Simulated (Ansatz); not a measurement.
# 1T-CdBrI monolayer in a perpendicular field

What dipole does a perpendicular field induce in the 1T-CdBrI monolayer, and does the gap follow? A positive field points along +c.

Program: Ansatz 0.2.0. Level of theory: plane-wave DFT, LDA, Ansatz PAW, in the first sound run; inputs show where later runs differ. Results are calculated unless marked as measured.

## (1) Set-up

The cell holds 3 atoms: 1 I, 1 Cd and 1 Br. Cell: a = 4.200 Å, b = 4.200 Å, c = 35.560 Å, α = 90.0°, β = 90.0°, γ = 120.0°. Vacuum lies along c.

## (2) Relaxation

The starting cell is a guess, so the in-plane lattice and the atoms are relaxed first, with the slab cut off from its images along the normal.

File input.yaml:

```yaml
crystal:
  lattice:
    - [4.2, 0.0, 0.0]
    - [-2.1, 3.6373066959, 0.0]
    - [0.0, 0.0, 35.5597564834]
  atoms:
    - { symbol: I, position: [0.6666666667, 0.3333333333, 0.4682259286] }
    - { symbol: Cd, position: [0.0, 0.0, 0.5063438639] }
    - { symbol: Br, position: [0.3333333333, 0.6666666667, 0.5317740714] }
  periodic: [true, true, false]
kpoints:
  mp_grid: { grid: [12, 12, 1] }
hamiltonian:
  xc: lda
scf:
  occupations: { method: fermi_dirac, width: 0.05 }
  convergence: { dr2_threshold: 1.0e-09 }
relax:
  f_tol: 0.004
  max_steps: 90
  cell: {}
output:
  write_potential: true
  write_density: true
  volumetric_format: npy
```

Launch:

```sh
> ansatz run input.yaml --threads 4 --pin off --max-ram 6144MiB --backend cpu --events-out ev --progress --plain --runs-dir out
```

Numbers of over 12 decimals in the logs are rounded to 6 here.

Log:

```text
Warning: relax.cell: scf.convergence.dr2_threshold = 1e-9 eV is looser than the 1.99598635062e-10 eV advised for a relaxation that steers and ends on the stress (1e-10 eV for each atom of the cell: 3, times the square of relax.cell.stress_2d_tol = 0.05 N/m over 12.3 Å (the atoms' height at the walk's start and 5 Å past either face), 4.078e-2 GPa, over a crystal's default 0.05). What an SCF threshold leaves in a stress goes as its square root, and in the free energy as the threshold itself, and one threshold admits the most on a small cell: [figures from the program's tests cut] Set scf.convergence.dr2_threshold to 1.99598635062e-10 eV or tighter. [rest of the remark cut]
Engine: ansatz 0.2.0, x86_64-unknown-linux-gnu
Pseudopotentials: kind: paw
Pseudopotential: I, paw, valence charge 17, recommended cutoff 420 eV (normal), I.paw.azcp
Pseudopotential: Cd, paw, valence charge 20, recommended cutoff 420 eV (normal), Cd.paw.azcp
Pseudopotential: Br, paw, valence charge 7, recommended cutoff 420 eV (normal), Br.paw.azcp
Functional definition: SPW92
  exchange = slater_x
  correlation = pw_c
Crystal: 3 atoms, lattice volume = 543.235 Å³
Basis set: ecut = 420 eV, 10433 PW (Γ)
Bands: 27, of which v1, the nominal top of the filled ones, is band 22 counted from 1 (21 counted from 0)
Symmetry: 6 space group operations
Space group: P3m1 (ITA 156), of the structure as read, at distance tolerance 8.2e-5 Å
k-points: 19 of 144 (time reversal used)
Non-local potential: I, projectors of the file, l = 0: 2, l = 1: 2, l = 2: 2, l = 3: 2
Non-local potential: Cd, projectors of the file, l = 0: 3, l = 1: 2, l = 2: 2, l = 3: 1
Non-local potential: Br, projectors of the file, l = 0: 2, l = 1: 2, l = 2: 2
PAW form: soft (Blöchl's): semilocal exchange-correlation on the pseudo side does not see the compensation charge
PAW frozen core: I, regenerated for the run's functional, and the local potential with it (the file was generated under x = pbe(κ = 0.804, μ = 0.219515), c = pbe(β = 0.066725))
PAW frozen core: Cd, regenerated for the run's functional, and the local potential with it (the file was generated under x = pbe(κ = 0.804, μ = 0.219515), c = pbe(β = 0.066725))
PAW frozen core: Br, regenerated for the run's functional, and the local potential with it (the file was generated under x = pbe(κ = 0.804, μ = 0.219515), c = pbe(β = 0.066725))
PAW one-centre angular grid: I, 590 points (default); XC on 64 Gauss nodes
PAW one-centre angular grid: Cd, 590 points (default); XC on 64 Gauss nodes
PAW one-centre angular grid: Br, 110 points (default); XC on 64 Gauss nodes
Initial density: superposition of atomic densities (neutral atoms: chi_scale 0, normalization atom), corrected by the library's trained network
Initial wavefunctions: pseudopotential atomic-orbital guess
Functional: x = slater, c = lda
SCF iter   1: F=—  HF=-18168.425501 eV  |F-HF|=—  |Δ(HF+E_count)|=         —  Δρ=2.74e-3  dr2=4.20e-2  ethr=1.77e-3  ⟨swp⟩=20.3  Hψ=4757  notcnv=0
preconditioner: auto → Resta (q_TF=auto, 1.795 Å⁻¹)  ε∞=1.5  [insulator: Δε(μ)=2.442 eV  Ē_g=12.062 eV  σ=0.050 eV  W_gap=1.00  n_scr=50 (ndim 8)  ℏωp=8.1 eV  f_vac=0.825  D(μ)=0.00/eV (n_scr^D=0)  ε∞_Penn≈1.5  vacuum switching on, ρ_ref=1.1e-2 e/Å³]
SCF iter   2: F=—  HF=-18168.419073 eV  |F-HF|=—  |Δ(HF+E_count)|=   6.43e-3  Δρ=1.12e-3  dr2=1.43e-2  ethr=9.55e-5  ⟨swp⟩=4.2  Hψ=1533  notcnv=0  defer=18
SCF iter   3: F=—  HF=-18168.417308 eV  |F-HF|=—  |Δ(HF+E_count)|=   1.76e-3  Δρ=6.32e-4  dr2=3.89e-3  ethr=3.25e-5  ⟨swp⟩=3.9  Hψ=1027  notcnv=0  defer=18
SCF iter   4: F=—  HF=-18168.416841 eV  |F-HF|=—  |Δ(HF+E_count)|=   4.66e-4  Δρ=3.44e-4  dr2=5.09e-4  ethr=8.85e-6  ⟨swp⟩=2.6  Hψ=748  notcnv=0  defer=18
SCF iter   5: F=—  HF=-18168.416842 eV  |F-HF|=—  |Δ(HF+E_count)|=   6.14e-7  Δρ=8.92e-5  dr2=3.24e-5  ethr=1.16e-6  ⟨swp⟩=3.4  Hψ=1028  notcnv=0  defer=18
SCF iter   6: F=—  HF=-18168.416824 eV  |F-HF|=—  |Δ(HF+E_count)|=   1.78e-5  Δρ=1.59e-5  dr2=9.86e-7  ethr=7.37e-8  ⟨swp⟩=2.6  Hψ=1005  notcnv=0  defer=18
SCF iter   7: F=—  HF=-18168.416706 eV  |F-HF|=—  |Δ(HF+E_count)|=   1.18e-4  Δρ=3.67e-6  dr2=1.07e-7  ethr=2.24e-9  ⟨swp⟩=3.8  Hψ=1219  notcnv=0  defer=18
SCF iter   8: F=—  HF=-18168.416706 eV  |F-HF|=—  |Δ(HF+E_count)|=   1.41e-8  Δρ=1.00e-6  dr2=4.64e-9  ethr=2.44e-10  ⟨swp⟩=3.4  Hψ=1001  notcnv=0  defer=18
SCF iter   9: F=-18168.416706 eV  HF=-18168.416706 eV  |F-HF|=9.46e-11  |Δ(HF+E_count)|=   2.18e-9  Δρ=2.88e-7  dr2=5.50e-10  ethr=2.27e-12  ⟨swp⟩=13.2  Hψ=4245  notcnv=0
SCF 1 converged in 9 iterations: F = -18168.416706 eV  dr2 = 5.50e-10
  greatest PAW one-centre occupation: 1.000 electrons in one spin orbital (limit 2), on the Cd atom at site 1 (counted from 0), in its partial waves of l = 0
relax step   1: F+E_penalty+E_count = -18168.41670619 eV  Δ(F+E_penalty+E_count) = +0.000e0 eV  max|allowed force component| = 2.756e0 eV/Å  Δτ_max = 0.0000 Å  P = +6.523 N/m  Ω = 543.235 Å³  fix = [c, alpha, beta]  reactions: c +0.000 N/m  (9 SCF iters, accepted)
Crystal: 3 atoms, lattice volume = 549.556 Å³
Basis set: ecut = 420 eV, 10637 PW (Γ)
Initial density: handed on by an earlier stage of this run
Initial wavefunctions: those handed on with the density
iter 1 solved again at ethr=4.92e-5 eV; its pass at ethr=3.10e-3 eV (dr2=2.16e-2 eV) is discarded
SCF iter   1: F=—  HF=-18169.183215 eV  |F-HF|=—  |Δ(HF+E_count)|=         —  Δρ=2.41e-3  dr2=1.86e-2  ethr=4.92e-5  ⟨swp⟩=3.4  Hψ=4217  notcnv=0
preconditioner: auto → Resta (q_TF=auto, 1.791 Å⁻¹)  ε∞=1.5  [insulator: Δε(μ)=2.561 eV  Ē_g=11.799 eV  σ=0.050 eV  W_gap=1.00  n_scr=50 (ndim 8)  ℏωp=8.1 eV  f_vac=0.817  D(μ)=0.00/eV (n_scr^D=0)  ε∞_Penn≈1.5  vacuum switching on, ρ_ref=1.0e-2 e/Å³]
SCF iter   2: F=—  HF=-18169.178154 eV  |F-HF|=—  |Δ(HF+E_count)|=   5.06e-3  Δρ=1.12e-3  dr2=3.05e-3  ethr=4.23e-5  ⟨swp⟩=2.9  Hψ=741  notcnv=0
SCF iter   3: F=—  HF=-18169.177811 eV  |F-HF|=—  |Δ(HF+E_count)|=   3.43e-4  Δρ=3.06e-4  dr2=1.01e-3  ethr=6.94e-6  ⟨swp⟩=2.6  Hψ=890  notcnv=0
SCF iter   4: F=—  HF=-18169.177672 eV  |F-HF|=—  |Δ(HF+E_count)|=   1.39e-4  Δρ=1.31e-4  dr2=3.21e-4  ethr=2.29e-6  ⟨swp⟩=3.1  Hψ=845  notcnv=0
SCF iter   5: F=—  HF=-18169.177626 eV  |F-HF|=—  |Δ(HF+E_count)|=   4.61e-5  Δρ=5.06e-5  dr2=1.06e-5  ethr=7.30e-7  ⟨swp⟩=2.7  Hψ=764  notcnv=0
SCF iter   6: F=—  HF=-18169.177636 eV  |F-HF|=—  |Δ(HF+E_count)|=   9.52e-6  Δρ=1.48e-5  dr2=8.37e-7  ethr=2.41e-8  ⟨swp⟩=3.1  Hψ=1031  notcnv=0
SCF iter   7: F=—  HF=-18169.177510 eV  |F-HF|=—  |Δ(HF+E_count)|=   1.25e-4  Δρ=4.86e-6  dr2=5.62e-8  ethr=1.90e-9  ⟨swp⟩=2.8  Hψ=1036  notcnv=0
[...]
SCF iter   4: F=—  HF=-18169.435362 eV  |F-HF|=—  |Δ(HF+E_count)|=   3.07e-4  Δρ=2.69e-4  dr2=3.96e-4  ethr=5.91e-6  ⟨swp⟩=2.1  Hψ=801  notcnv=0  defer=8
SCF iter   5: F=—  HF=-18169.435290 eV  |F-HF|=—  |Δ(HF+E_count)|=   7.20e-5  Δρ=8.58e-5  dr2=2.26e-5  ethr=9.01e-7  ⟨swp⟩=3.1  Hψ=742  notcnv=0  defer=8
SCF iter   6: F=—  HF=-18169.435291 eV  |F-HF|=—  |Δ(HF+E_count)|=   1.22e-6  Δρ=2.56e-5  dr2=4.13e-6  ethr=5.13e-8  ⟨swp⟩=3.2  Hψ=940  notcnv=0  defer=8
SCF iter   7: F=—  HF=-18169.435166 eV  |F-HF|=—  |Δ(HF+E_count)|=   1.25e-4  Δρ=4.67e-6  dr2=1.55e-7  ethr=9.38e-9  ⟨swp⟩=2.4  Hψ=810  notcnv=0  defer=8
SCF iter   8: F=—  HF=-18169.435166 eV  |F-HF|=—  |Δ(HF+E_count)|=   1.13e-8  Δρ=1.71e-6  dr2=2.04e-8  ethr=3.53e-10  ⟨swp⟩=3.1  Hψ=1021  notcnv=0  defer=8
SCF iter   9: F=-18169.435166 eV  HF=-18169.435166 eV  |F-HF|=1.46e-10  |Δ(HF+E_count)|=   5.05e-9  Δρ=3.92e-7  dr2=5.75e-10  ethr=2.27e-12  ⟨swp⟩=10.1  Hψ=4309  notcnv=0
SCF 3 converged in 9 iterations: F = -18169.435166 eV  dr2 = 5.75e-10
relax step   3: F+E_penalty+E_count = -18169.43516642 eV  Δ(F+E_penalty+E_count) = -2.577e-1 eV  max|allowed force component| = 3.254e-1 eV/Å  Δτ_max = 0.1966 Å  P = -0.685 N/m  Ω = 538.902 Å³  energy of the carried Pulay correction = +1.490e-4 eV  fix = [c, alpha, beta]  reactions: c -0.000 N/m  (9 SCF iters, accepted)
[...]
relax step   4: F+E_penalty+E_count = -18169.47823659 eV  Δ(F+E_penalty+E_count) = -4.307e-2 eV  max|allowed force component| = 8.228e-2 eV/Å  Δτ_max = 0.1026 Å  P = -0.850 N/m  Ω = 521.401 Å³  energy of the carried Pulay correction = +7.631e-4 eV  fix = [c, alpha, beta]  reactions: c -0.000 N/m  (10 SCF iters, accepted)
[...]
relax step   5: F+E_penalty+E_count = -18169.48774649 eV  Δ(F+E_penalty+E_count) = -9.510e-3 eV  max|allowed force component| = 1.017e-1 eV/Å  Δτ_max = 0.0234 Å  P = -0.496 N/m  Ω = 510.696 Å³  energy of the carried Pulay correction = +1.149e-3 eV  fix = [c, alpha, beta]  reactions: c -0.000 N/m  (8 SCF iters, accepted)
[...]
relax step   6: F+E_penalty+E_count = -18169.49154866 eV  Δ(F+E_penalty+E_count) = -3.802e-3 eV  max|allowed force component| = 2.125e-2 eV/Å  Δτ_max = 0.0065 Å  P = -0.026 N/m  Ω = 502.347 Å³  energy of the carried Pulay correction = +1.455e-3 eV  fix = [c, alpha, beta]  reactions: c -0.000 N/m  (8 SCF iters, accepted)
[...]
relax step   7: F+E_penalty+E_count = -18169.49160735 eV  Δ(F+E_penalty+E_count) = -5.869e-5 eV  max|allowed force component| = 3.760e-3 eV/Å  Δτ_max = 0.0040 Å  P = -0.002 N/m  Ω = 502.686 Å³  energy of the carried Pulay correction = +1.443e-3 eV  fix = [c, alpha, beta]  reactions: c -0.000 N/m  (7 SCF iters, accepted)
Initial wavefunctions: pseudopotential atomic-orbital guess (no wavefunctions were taken with the density)
iter 1 solved again at ethr=9.53e-7 eV; its pass at ethr=3.10e-3 eV (dr2=4.19e-4 eV) is discarded
SCF iter   1: F=—  HF=-18169.490123 eV  |F-HF|=—  |Δ(HF+E_count)|=         —  Δρ=4.46e-5  dr2=1.51e-6  ethr=9.53e-7  ⟨swp⟩=5.2  Hψ=6411  notcnv=0
preconditioner: auto → Resta (q_TF=auto, 1.818 Å⁻¹)  ε∞=1.5  [insulator: Δε(μ)=2.505 eV  Ē_g=11.642 eV  σ=0.050 eV  W_gap=1.00  n_scr=38 (ndim 8)  ℏωp=8.4 eV  f_vac=0.801  D(μ)=0.00/eV (n_scr^D=0)  ε∞_Penn≈1.5  vacuum switching on, ρ_ref=9.8e-3 e/Å³]
SCF iter   2: F=—  HF=-18169.490191 eV  |F-HF|=—  |Δ(HF+E_count)|=   6.79e-5  Δρ=2.06e-5  dr2=3.51e-7  ethr=3.43e-9  ⟨swp⟩=3.7  Hψ=1255  notcnv=0
SCF iter   3: F=—  HF=-18169.490191 eV  |F-HF|=—  |Δ(HF+E_count)|=   9.66e-8  Δρ=5.20e-6  dr2=5.95e-8  ethr=7.97e-10  ⟨swp⟩=2.9  Hψ=1001  notcnv=0
SCF iter   4: F=—  HF=-18169.490191 eV  |F-HF|=—  |Δ(HF+E_count)|=   1.17e-8  Δρ=9.72e-7  dr2=6.18e-9  ethr=1.35e-10  ⟨swp⟩=2.3  Hψ=983  notcnv=0
SCF iter   5: F=-18169.490191 eV  HF=-18169.490191 eV  |F-HF|=8.33e-10  |Δ(HF+E_count)|=  8.40e-10  Δρ=3.61e-7  dr2=9.93e-10  ethr=2.27e-12  ⟨swp⟩=21.4  Hψ=4539  notcnv=0
SCF 8 converged in 5 iterations: F = -18169.490191 eV  dr2 = 9.93e-10
relax step   8: F+E_penalty+E_count = -18169.49019120 eV  Δ(F+E_penalty+E_count) = +1.416e-3 eV  max|allowed force component| = 3.648e-3 eV/Å  Δτ_max = 0.0000 Å  P = -0.004 N/m  Ω = 502.686 Å³  fix = [c, alpha, beta]  reactions: c -0.000 N/m  stress off target by 3.61e-3 N/m on what of the cell is left free  SCF on the basis re-selected at this cell (its energy is not comparable with the rows above)  (5 SCF iters)
basis re-selected at this cell: Δ(F+E_penalty+E_count) = +1.416e-3 eV, ΔP = -0.002 N/m vs the last step (what re-selecting the basis moved, of the pressure what is left beyond the Pulay correction that the steps carried, after the strain that the cell walked since its last selection, with what the two solves' SCF thresholds leave and, on support functions, any second-order correction that the steps lacked; it is no m [...]
WARN: The output density's exchange-correlation potential varies sharply where the density is thin. Do not read a vacuum level from v_tot or v_xc, or from such a field of the output density. On a cell that repeats whose density bears no net charge and no dipole along the vacuum's axis use v_es (v_loc + v_h of the components); under efield.dipole_correction with no amplitude use v_es + v_field, which holds any externa [...]
SCF converged after 5 iterations
Free energy (F): -18169.490191 eV
Harris-Foulkes:  -18169.490191 eV  (|F-HF|=8.33e-10)
Internal energy: -18169.490191 eV  (E = F + TS)
E sigma→0 (E₀):  -18169.490191 eV
Fermi energy:    -5.104627 eV
--- Per-component energies (eV) ---
  E_band       = -1449.791771
  E_kinetic    = 829.348510
  E_local      = -97960.052507  (includes V_loc(G=0)·N_el)
  E_nonlocal   = 28.043315
  E_hartree    = 48540.967395
  E_xc         = -563.588131
  E_vxc        = -454.323118  (∫ρ·V_xc dr)
  E_paw        = -10769.076260  (= ΣΔE_a)
  E_vpaw       = -974.742550  (= ΣTr[D̂ρ^β])
  E_aug_tail   = 0.000041  (compensation charges beyond the density's cutoff)
  E_ewald      = 41723.113151
  E_core_change = 1.754295  (= ΣΔE_core)
  E_smearing   = -0.000000  (= −TS)
  E_closure    = 0.000000  (closes the sum)
  Σ components = -18169.490191   (vs F -18169.490191, Δ=0.00e0)
--- Forces (eV/Å), atoms counted from 1 ---
  atom   1  I     -0.00000000    -0.00000000     0.00421624
  atom   2  Cd    -0.00000000    -0.00000000    -0.00226785
  atom   3  Br     0.00000000     0.00000000    -0.00024314
  max |Σ_I F_I| component: 1.71e-3 eV/Å
--- 2D stress c σ (N/m, compression-positive) ---
       -0.003612       0.000000      -0.000000
       -0.000000      -0.003612      -0.000000
       -0.000000      -0.000000      -0.000000
  P = ½ c Tr σ = -0.0036 N/m
--- Band table (eV; the first three rows and the last of 19) ---
  k-point 0: bands = [... 18 lower, -7.6277, -7.6277, -6.3572, -6.3572, -3.8516, -1.9313 (-1.9313°), -0.5079 (-0.5089°), -0.1860, ... 1 higher]
  k-point 1: bands = [... 18 lower, -7.7380, -7.6837, -6.6803, -6.4038, -3.6101, -1.6088 (-1.6088°), -0.5079 (-0.5084°), -0.2621, ... 1 higher]
  k-point 2: bands = [... 18 lower, -7.8378, -7.6576, -7.3452, -6.5172, -3.1680, -1.3009 (-1.3009°), -0.4933 (-0.4934°), -0.1318, ... 1 higher]
  k-point 18: bands = [... 18 lower, -9.2709, -9.0043, -7.5898, -7.2059, -3.1115, -0.4211, 0.1445, 1.2269, ... 1 higher]
  ° read free of the cell's end (the report's vacuum.weakly_bound_levels)
--- Relaxed structure (7 steps of the walk, 7 accepted, 1 SCFs on fresh bases) ---
  F+E_penalty+E_count = -18169.49019120 eV   max|allowed force component| = 3.648e-3 eV/Å   (the final SCF, on the basis selected at the relaxed cell)
  cell:  # Å, volume = 502.6859 Å³
    - [4.040207, -5.9135183488450535e-18, 0]
    - [-2.020104, 3.498922, 0]
    - [0, 0, 35.5597564834]
  atoms:
    - { symbol: I, position: [0.666667, 0.333333, 0.455583] }
    - { symbol: Cd, position: [-1.7711498255868586e-18, 0, 0.504460] }
    - { symbol: Br, position: [0.333333, 0.666667, 0.546301] }
```

It took 37 s on 4 threads of Intel Xeon Platinum 8488C (Sapphire Rapids), shared host; peak memory 0.93 GiB; 2.3 min of CPU time.

Relaxation path:

| step | energy less that of the first step (eV) | largest force component (eV/Å) | volume (Å³) |
| --- | --- | --- | --- |
| 1 | 0.0000 | 2.7556 | 543.24 |
| 2 | -0.7608 | 1.3654 | 549.56 |
| 3 | -1.0185 | 0.3254 | 538.90 |
| 4 | -1.0615 | 0.0823 | 521.40 |
| 5 | -1.0710 | 0.1017 | 510.70 |
| 6 | -1.0748 | 0.0213 | 502.35 |
| 7 | -1.0749 | 0.0038 | 502.69 |
| 8* | -1.0735 | 0.0036 | 502.69 |

Relaxation steps marked * repeat the geometry before them on a plane-wave basis chosen anew for their cell, so energy and pressure can jump there.

The run keeps the 6 symmetry operations that it works with, so distortions that break them were not tested.

| cell as run | before | after | change |
| --- | --- | --- | --- |
| a (Å) | 4.200 | 4.040 | -3.8 % |
| b (Å) | 4.200 | 4.040 | -3.8 % |

The atoms that moved most (Å, along periodic axes as changes of fractional coordinates times the final cell, across vacuum about the mean position):

```csv
atom,dx,dy,dz,length
Br3,0.000,0.000,0.517,0.517
I1,0.000,0.000,-0.450,0.450
Cd2,0.000,0.000,-0.067,0.067
```

The relaxed structure:

```xyz
3
Lattice="4.0402 0.0000 0.0000 -2.0201 3.4989 0.0000 0.0000 0.0000 35.5598" Properties=species:S:1:pos:R:3
I     2.0201    1.1663   16.2004
Cd    0.0000    0.0000   17.9385
Br    0.0000    2.3326   19.4263
```

Numbers from this step:

| Quantity | Value |
| --- | --- |
| gap on the k-mesh | 2.505 eV |

The lattice constant a goes from 4.200 to 4.040 Å.

(Continued in part 2 of 3.)

[Logs are printed without paths, hosts, clocks, repeated set-up lines and the standing remarks that a program may print on its own settings, such as how far it seeks lower states.]

[Hosts, paths, dates, database ids (printed as entryN), source tags and the programs' standing remarks are cut or masked in the printed files.]

[Maps of the electrostatic potential energy from Ansatz leave out the sawtooth potential of an applied field or a dipole correction, so their vacuum need not be flat; planar profiles and work functions include it.]
